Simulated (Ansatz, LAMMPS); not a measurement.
**Structural relaxation of aqueous K+ and SO4 2-, 1.6 mol of salt per kg of water, from a frame at 300 K (224 atoms)**

How does aqueous K+ and SO4 2-, 1.6 mol of salt per kg of water, from a frame at 300 K (224 atoms) relax, and what do bonds, charges and levels look like afterwards?

Program: Ansatz 0.2.0. Level of theory: Kohn-Sham DFT, PBE+D4, PAW (set soft_2), plane waves. Results are calculated unless marked as measured.

## Step 1: The structure

The cell holds 224 atoms: 78 O, 2 S, 140 H and 4 K. Its edges and angles: a = 13.038 Å, b = 13.038 Å, c = 13.038 Å, α = 90.0°, β = 90.0°, γ = 90.0°. 70 H2O, 4 K+, 2 SO4 2- placed at random, at 1.21 g/cm³; overlaps pushed apart, then 10 ps at 420 K with Joung-Cheatham ions (J. Phys. Chem. B 112, 9020 (2008)); MMFF94 bonds, angles, torsions, charges and radii (Halgren, J. Comput. Chem. 17, 490 (1996)) in harmonic and 12-6 forms; SPC/E water (Berendsen, Grigera and Straatsma, J. Phys. Chem. 91, 6269 (1987)). Snapshot after 20 ps at 300 K and fixed volume.

Before any run, some limits are plain. The network of contacts between molecules at the start is that of the classical potential that made the cell. The concentration wasn't checked against solubility and may exceed it. The density was typed from a rule of thumb and may lie off the real one at this temperature. Sampling is at Γ alone, for a cell whose shortest periodic width is 13 Å.

## Step 2: The classical run that made the cell

A classical potential supplies the starting structure, since it reaches far longer times than DFT.

This step: classical MD, Joung-Cheatham ions (J. Phys. Chem. B 112, 9020 (2008)); MMFF94 bonds, angles, torsions, charges and radii (Halgren, J. Comput. Chem. 17, 490 (1996)) in harmonic and 12-6 forms; SPC/E water (Berendsen, Grigera and Straatsma, J. Phys. Chem. 91, 6269 (1987)) (LAMMPS 22 Jul 2025 - Update 4).

Input file in.lmp:

```
# aqueous K+ and SO4 2-, 1.6 mol of salt per kg of water
units real
atom_style full
boundary p p p
bond_style harmonic
angle_style harmonic
dihedral_style opls
improper_style harmonic
special_bonds lj 0 0 0.5 coul 0 0 0.75
read_data data.lmp
neigh_modify delay 0 every 1 check yes one 4000
comm_modify cutoff 12.0
timestep 0.5
thermo_style custom step time temp pe press density
thermo_modify norm yes
# push overlapping molecules apart
pair_style soft 2.6
pair_coeff * * 0.0
variable a equal ramp(1,60)
fix ad all adapt 1 pair soft a * * v_a
velocity all create 420 121095 mom yes dist gaussian
fix lim all nve/limit 0.03
fix lan all langevin 420 420 50 121096 zero yes
thermo 1000
run 3000 post no
unfix ad
pair_style lj/cut/coul/long 9.0
pair_modify mix arithmetic tail yes
pair_coeff 1 1 0.0763 3.0960   # O
pair_coeff 2 2 0.2681 3.4180   # S
pair_coeff 3 3 0.1553 3.1660   # O
pair_coeff 4 4 0.0000 1.0000   # H
pair_coeff 5 5 0.4297 2.8384   # K
kspace_style pppm 1.0e-4
# [... 18 lines left out ...]
compute msd all msd com yes
thermo 5000
fix md all nvt temp 300 300 100
run 20000 post no
print "== T300: mean square displacement over the hold $(c_msd[4]:%.2f) A^2"
unfix md
uncompute msd
write_dump all custom T300.dump id type xs ys zs modify sort id
```

Started as:

```bash
$ lmp -in in.lmp -log none -nocite
```

Numbers of over 12 decimals in the logs are rounded to 6 here.

The program printed:

```text
LAMMPS (22 Jul 2025 - Update 4)
Reading data file ...
  orthogonal box = (0 0 0) to (13.03775 13.03775 13.03775)
  224 atoms
  orthogonal box = (0 0 0) to (13.03775 13.03775 13.03775)
  148 bonds
  82 angles
   Step          Time           Temp          PotEng         Press         Density
         0   0              420            0.50882896     5604.3784      1.2059991
      1000   500            411.84581      1.2442953      44284.787      1.2059991
      2000   1000           438.77317      1.2337642      47790.898      1.2059991
      3000   1500           384.83461      1.1886805      51792.333      1.2059991
Loop time of 0.161218 s on 1 MPI rank(s) for 3000 steps with 224 atoms
PPPM initialization ...
  G vector (1/distance) = 0.31005721
  grid = 9 9 9
  estimated relative force accuracy = 5.0560052e-05
   Step          Time           Temp          PotEng         Press         Density
      3000   1500           384.83461     -0.64889877     47662.202      1.2059991
      3100   1550           384.83461     -7.8211073     -7529.4568      1.2059991
      3200   1600           384.83461     -8.1610413     -2604.2252      1.2059991
      3300   1650           384.83461     -8.2621413     -1667.3276      1.2059991
Loop time of 0.40029 s on 1 MPI rank(s) for 300 steps with 224 atoms
Minimization stats:
  Stopping criterion = max iterations
  Energy initial, next-to-last, final =
    -0.648898769196245  -8.26161292736327  -8.26214125071247
  Force two-norm initial, final = 869.44501 20.617303
  Iterations, force evaluations = 300 584
   Step          Time           Temp          PotEng         Press         Density
         0   0              420           -8.2621413     -1185.1806      1.2059991
      1000   500            393.30166     -6.9067642      9871.3706      1.2059991
      2000   1000           389.45054     -7.0034823      7643.3222      1.2059991
Loop time of 0.967259 s on 1 MPI rank(s) for 2000 steps with 224 atoms
   Step          Time           Temp          PotEng         Press         Density
      2000   1000           567.63053     -7.5023993      24913.376      1.2059991
[... 5 lines left out ...]
Loop time of 5.39588 s on 1 MPI rank(s) for 10000 steps with 224 atoms
   Step          Time           Temp          PotEng         Press         Density
[... 4 lines left out ...]
Loop time of 2.67685 s on 1 MPI rank(s) for 5000 steps with 224 atoms
   Step          Time           Temp          PotEng         Press         Density
[... 2 lines left out ...]
     25000   24000          320.46273     -7.5312226     -2821.4799      1.2059991
     30000   29000          342.14414     -7.4824186     -3595.7242      1.2059991
     35000   34000          333.49513     -7.5955431      2788.6142      1.2059991
     37000   36000          313.94208     -7.5144517      210.26097      1.2059991
Loop time of 10.4042 s on 1 MPI rank(s) for 20000 steps with 224 atoms
== T300: mean square displacement over the hold 13.26 A^2
```

It took 20 s on 1 thread of AMD EPYC 9R45, shared host; peak memory 0.12 GiB.

The input also reads data.lmp (atoms, bonds and types; not printed here).

## Step 3: Single point at the start

A single point comes first, to see the forces before anything moves.

Input file input.yaml:

```yaml
crystal:
  lattice:
    - [13.03775, 0.0, 0.0]
    - [0.0, 13.03775, 0.0]
    - [0.0, 0.0, 13.03775]
  atoms:
    - { symbol: O, position: [0.02882, 0.22183, 0.32354] }
    - { symbol: S, position: [0.92965, 0.22264, 0.27556] }
    - { symbol: O, position: [0.8497, 0.25205, 0.34698] }
    - { symbol: O, position: [0.91219, 0.12707, 0.2233] }
    - { symbol: O, position: [0.93029, 0.30061, 0.19584] }
    - { symbol: O, position: [0.73003, 0.77269, 0.44772] }
    - { symbol: S, position: [0.64696, 0.78859, 0.52003] }
    - { symbol: O, position: [0.65894, 0.71449, 0.59834] }
    - { symbol: O, position: [0.54964, 0.77142, 0.47172] }
    - { symbol: O, position: [0.66365, 0.88914, 0.55786] }
    - { symbol: O, position: [0.03319, 0.0311, 0.10847] }
    - { symbol: H, position: [0.02633, 0.04763, 0.03389] }
    - { symbol: H, position: [0.9908, 0.0801, 0.14952] }
    - { symbol: O, position: [0.67973, 0.74159, 0.8042] }
    - { symbol: H, position: [0.62153, 0.7035, 0.83654] }
    - { symbol: H, position: [0.66961, 0.744, 0.7282] }
    - { symbol: O, position: [0.83123, 0.47256, 0.26257] }
    - { symbol: H, position: [0.85183, 0.39876, 0.26612] }
    - { symbol: H, position: [0.75809, 0.47977, 0.28449] }
    - { symbol: O, position: [0.15043, 0.22878, 0.96666] }
    - { symbol: H, position: [0.13034, 0.30222, 0.97592] }
    - { symbol: H, position: [0.10174, 0.18388, 0.00533] }
    - { symbol: O, position: [0.93886, 0.78124, 0.84244] }
    - { symbol: H, position: [0.88063, 0.81028, 0.88304] }
    - { symbol: H, position: [0.91177, 0.74903, 0.77833] }
    - { symbol: O, position: [0.34036, 0.32944, 0.49426] }
    - { symbol: H, position: [0.31852, 0.30089, 0.42651] }
    - { symbol: H, position: [0.30728, 0.39779, 0.50506] }
    - { symbol: O, position: [0.88816, 0.95399, 0.3012] }
    - { symbol: H, position: [0.90413, 0.90775, 0.24213] }
    - { symbol: H, position: [0.9035, 0.02657, 0.28172] }
    - { symbol: O, position: [0.25143, 0.28423, 0.70316] }
    [... 186 atom lines left out ...]
    - { symbol: H, position: [0.45651, 0.35865, 0.32909] }
    - { symbol: H, position: [0.42225, 0.24955, 0.27798] }
    - { symbol: K, position: [0.91472, 0.83715, 0.46305] }
    - { symbol: K, position: [0.65793, 0.25552, 0.37902] }
    - { symbol: K, position: [0.77905, 0.13777, 0.07612] }
    - { symbol: K, position: [0.89134, 0.11398, 0.60693] }
kpoints:
  mp_grid: { grid: [1, 1, 1] }
hamiltonian:
  xc: pbe
  dispersion: d4
scf:
  occupations: { method: fixed }
output:
  forces: true
  stress: true
  populations: intrinsic
  dos:
    method: { smearing: { sigma: 0.15 } }
    de: 0.1
    projected: { site_lists: { H: [H], K: [K], O: [O], S: [S] } }
  eigenvalues: true
```

Started as:

```bash
$ ansatz run input.yaml --threads 4 --pin off --max-ram 8192MiB --backend cpu --events-out ev --progress --plain --runs-dir out
```

The program printed:

```text
Engine: ansatz 0.2.0, x86_64-unknown-linux-gnu
Pseudopotentials: kind: paw
Pseudopotential: O, paw, valence charge 6, recommended cutoff 420 eV (normal), O.paw.azcp
Pseudopotential: S, paw, valence charge 6, recommended cutoff 420 eV (normal), S.paw.azcp
Pseudopotential: H, paw, valence charge 1, recommended cutoff 420 eV (normal), H.paw.azcp
Pseudopotential: K, paw, valence charge 9, recommended cutoff 420 eV (normal), K.paw.azcp
[... 5 lines on functional and potentials left out ...]
Crystal: 224 atoms, lattice volume = 2216.195 Å³
Basis set: ecut = 420 eV, 43387 PW (Γ), exchange–correlation on 180×180×180 points (8 copies of the dense FFT grid, shifted against one another)
Bands: 552, of which v1, the nominal top of the filled ones, is band 328 counted from 1 (327 counted from 0)
Symmetry: 1 space group operations
Space group: P1 (ITA 1), of the structure as read, at distance tolerance 1.3e-4 Å
k-points: 1
[... 9 lines on functional and potentials left out ...]
Initial density: superposition of atomic densities (neutral atoms: chi_scale 0, normalization atom), corrected by the library's trained network
Initial wavefunctions: pseudopotential atomic-orbital guess
Functional: x = pbe(κ = 0.804, μ = 0.219515), c = pbe(β = 0.066725)
SCF iter   1: F=—  HF=-54477.246327 eV  |F-HF|=—  |Δ(HF+E_count)|=         —  Δρ=3.19e-3  dr2=3.01e-1  ethr=1.77e-3  ⟨swp⟩=5.0  Hψ=1969  notcnv=0  defer=222
preconditioner: auto → Resta (q_TF=auto, 2.227 Å⁻¹)  ε∞=2.3  [insulator: Δε(μ)=3.697 eV  Ē_g=17.752 eV  n_scr=436 (ndim 8)  ℏωp=20.0 eV  f_vac=0.246  ε∞_Penn≈2.3]
SCF iter   2: F=—  HF=-54477.080749 eV  |F-HF|=—  |Δ(HF+E_count)|=   1.66e-1  Δρ=1.62e-3  dr2=6.55e-2  ethr=4.59e-5  ⟨swp⟩=2.0  Hψ=809  notcnv=0  defer=218
SCF iter   3: F=—  HF=-54477.049201 eV  |F-HF|=—  |Δ(HF+E_count)|=   3.15e-2  Δρ=6.84e-4  dr2=1.80e-2  ethr=9.99e-6  ⟨swp⟩=3.0  Hψ=663  notcnv=0  defer=222
SCF iter   4: F=—  HF=-54477.043040 eV  |F-HF|=—  |Δ(HF+E_count)|=   6.16e-3  Δρ=2.33e-4  dr2=1.42e-3  ethr=2.74e-6  ⟨swp⟩=3.0  Hψ=663  notcnv=0  defer=222
SCF iter   5: F=—  HF=-54477.042913 eV  |F-HF|=—  |Δ(HF+E_count)|=   1.26e-4  Δρ=1.01e-4  dr2=2.14e-4  ethr=2.17e-7  ⟨swp⟩=2.0  Hψ=958  notcnv=0  defer=222
SCF iter   6: F=—  HF=-54477.042882 eV  |F-HF|=—  |Δ(HF+E_count)|=   3.13e-5  Δρ=5.15e-5  dr2=4.48e-5  ethr=3.26e-8  ⟨swp⟩=3.0  Hψ=661  notcnv=0  defer=220
SCF iter   7: F=—  HF=-54477.043732 eV  |F-HF|=—  |Δ(HF+E_count)|=   8.50e-4  Δρ=1.22e-5  dr2=2.97e-6  ethr=6.84e-9  ⟨swp⟩=3.0  Hψ=663  notcnv=0  defer=216
SCF iter   8: F=—  HF=-54477.043733 eV  |F-HF|=—  |Δ(HF+E_count)|=   5.38e-7  Δρ=7.08e-6  dr2=9.49e-7  ethr=4.53e-10  ⟨swp⟩=3.0  Hψ=673  notcnv=0  defer=216
SCF iter   9: F=-54477.043732 eV  HF=-54477.043732 eV  |F-HF|=3.93e-8  |Δ(HF+E_count)|=   2.23e-7  Δρ=1.67e-6  dr2=6.11e-8  ethr=1.52e-11  ⟨swp⟩=18.0  Hψ=4238  notcnv=0
WARN: dispersion: an atom stands within reach of a switch of its C6 between two reference coordination numbers of its element: through that C6 alone, e_disp changes by 0.025 eV or more while the distances to its neighbours run over a stretch of 0.05 Å that contains this geometry (sites counted from 0 in the run's list of atoms or, [...]
SCF 1 converged in 9 iterations: F = -54477.043732 eV  dr2 = 6.11e-8
  greatest PAW one-centre occupation: 0.988 electrons in one spin orbital (limit 2), on the K atom at site 222 (counted from 0), in its partial waves of l = 0
SCF converged after 9 iterations
Free energy (F): -54477.043732 eV
Harris-Foulkes:  -54477.043732 eV  (|F-HF|=3.93e-8)
Internal energy: -54477.043732 eV  (E = F + TS)
E sigma→0 (E₀):  -54477.043732 eV
Fermi energy:    -0.666334 eV
--- Per-component energies (eV) ---
  E_band       = -6067.785646
  E_kinetic    = 16851.628313
  E_local      = -55827.655440  (includes V_loc(G=0)·N_el)
  E_nonlocal   = 4093.048768
  E_hartree    = 20803.458127
  E_xc         = -7697.823651
  E_vxc        = -9733.813841  (∫ρ·V_xc dr)
  E_paw        = -16779.016594  (= ΣΔE_a)
  E_vpaw       = -3057.938931  (= ΣTr[D̂ρ^β])
  E_aug_tail   = 0.032994  (compensation charges beyond the density's cutoff)
  E_ewald      = -15912.313424
  E_disp       = -8.402825  (pairwise vdW)
  E_smearing   = -0.000000  (= −TS)
  E_closure    = 0.000000  (closes the sum)
  Σ components = -54477.043732   (vs F -54477.043732, Δ=0.00e0)
--- Forces (eV/Å), atoms counted from 1 ---
  atom   1  O      3.25694512    -0.52809938     1.68617149
  atom   2  S     -1.63357693     2.07945163    -0.01993713
  atom   3  O     -0.69928326    -0.78028976     0.63320869
  atom   4  O     -0.90402368    -2.30329564    -0.44607456
  atom   5  O      0.49724123     1.81037621    -1.78258360
  atom   6  O      1.39848931    -0.33674557    -1.95282917
  atom   7  S      0.82935421    -1.01533945    -2.45283258
  atom   8  O      0.13107482    -2.01949213     4.57685721
  atom   9  O     -2.36349192     0.86258656    -1.64676465
  atom  10  O     -0.50887509     3.46841955     1.80445554
  atom  11  O      0.74824379    -0.11091723    -0.94189681
  atom  12  H     -0.36330341    -0.13190648     0.99557424
  atom  13  H      0.34344927    -0.36327063    -0.67675325
  atom  14  O     -0.39209805    -0.46045005     0.12225942
[...]
atom 223  K     -0.62675217    -0.07318171    -0.41826211
  atom 224  K     -0.28425682     0.75679753     0.17597625
  max |Σ_I F_I| component: 7.89e-5 eV/Å
--- Stress (GPa, compression-positive) ---
       -0.516887       0.165010      -0.038980
        0.165010      -0.261491      -0.281970
       -0.038980      -0.281970      -0.320113
  P = ⅓ Tr σ = -0.3662 GPa (-3.662 kbar)
--- Band table (eV) ---
  k-point 0: bands = ["-28.9378", "-28.1221", "-28.1155", "-27.7647", [... 536 levels ...], "11.5831", "11.6004", "11.6341", "11.6602", "11.6698", "11.7309", "11.7426", "11.7607", "11.7831", "11.8083", "11.8259", "11.8498"]
--- intrinsic populations: 224 sites ---
  site symbol       q [e]
     0      O      6.9070
     1      S      3.4716
     2      O      6.9268
[...]
223      K      8.1667
  spilling = 0.000000 (of n_electrons = 656.000000)
```

The job ended after 18 s (4 threads of AMD EPYC 9R45, shared host; peak memory 3.4 GiB; 68 s of CPU time).

The program notes that the dispersion model switches parameters near this geometry.

The run gave:

- free energy: -54477.0437 eV
- free energy per atom: -243.2011 eV/atom
- SCF cycles: 9
- pressure: -0.3662 GPa
- r.m.s. force component: 0.6453 eV/Å
- longest force: 5.004 eV/Å
- Fermi energy: -0.6663 eV
- gap (highest filled to lowest empty level): 3.362 eV

The r.m.s. force component of 0.65 eV/Å and the pressure of -0.37 GPa set the starting point.

Neighbours are counted within 1.21 Å (H-O), 3.48 Å (O-K), 1.88 Å (O-S).

Length of the force by element and coordination:

```tsv
element	coordination	atoms	mean length of the force (eV/Å)	spread	least	most
H	all	140	0.930	0.307	0.133	1.54
K	all	4	0.704	0.115	0.518	0.827
K	7	3	0.765	0.0475	0.712	0.827
K	8	1	0.518	0	0.518	0.518
O	all	78	0.963	0.850	0.213	5.00
O	1	4	3.91	0.717	3.01	5.00
O	2	54	0.824	0.541	0.213	2.59
O	3	16	0.761	0.299	0.255	1.24
O	4	3	0.676	0.251	0.354	0.966
O	5	1	0.751	0	0.751	0.751
S	all	2	2.71	0.0684	2.64	2.78
```

[end of part 1 of 3]

[Logs are printed without paths, hosts, clocks, repeated set-up lines and the standing remarks that a program may print on its own settings, such as how far it seeks lower states.]

[Hosts, paths, dates, database ids (printed as entryN), source tags and the programs' standing remarks are cut or masked in the printed files.]

[The MMFF94 radii named for the starting cell were scaled by 0.96; in molecules described by MMFF94, hydrogen bound to N, O or S took a small fixed 12-6 site in their place.]
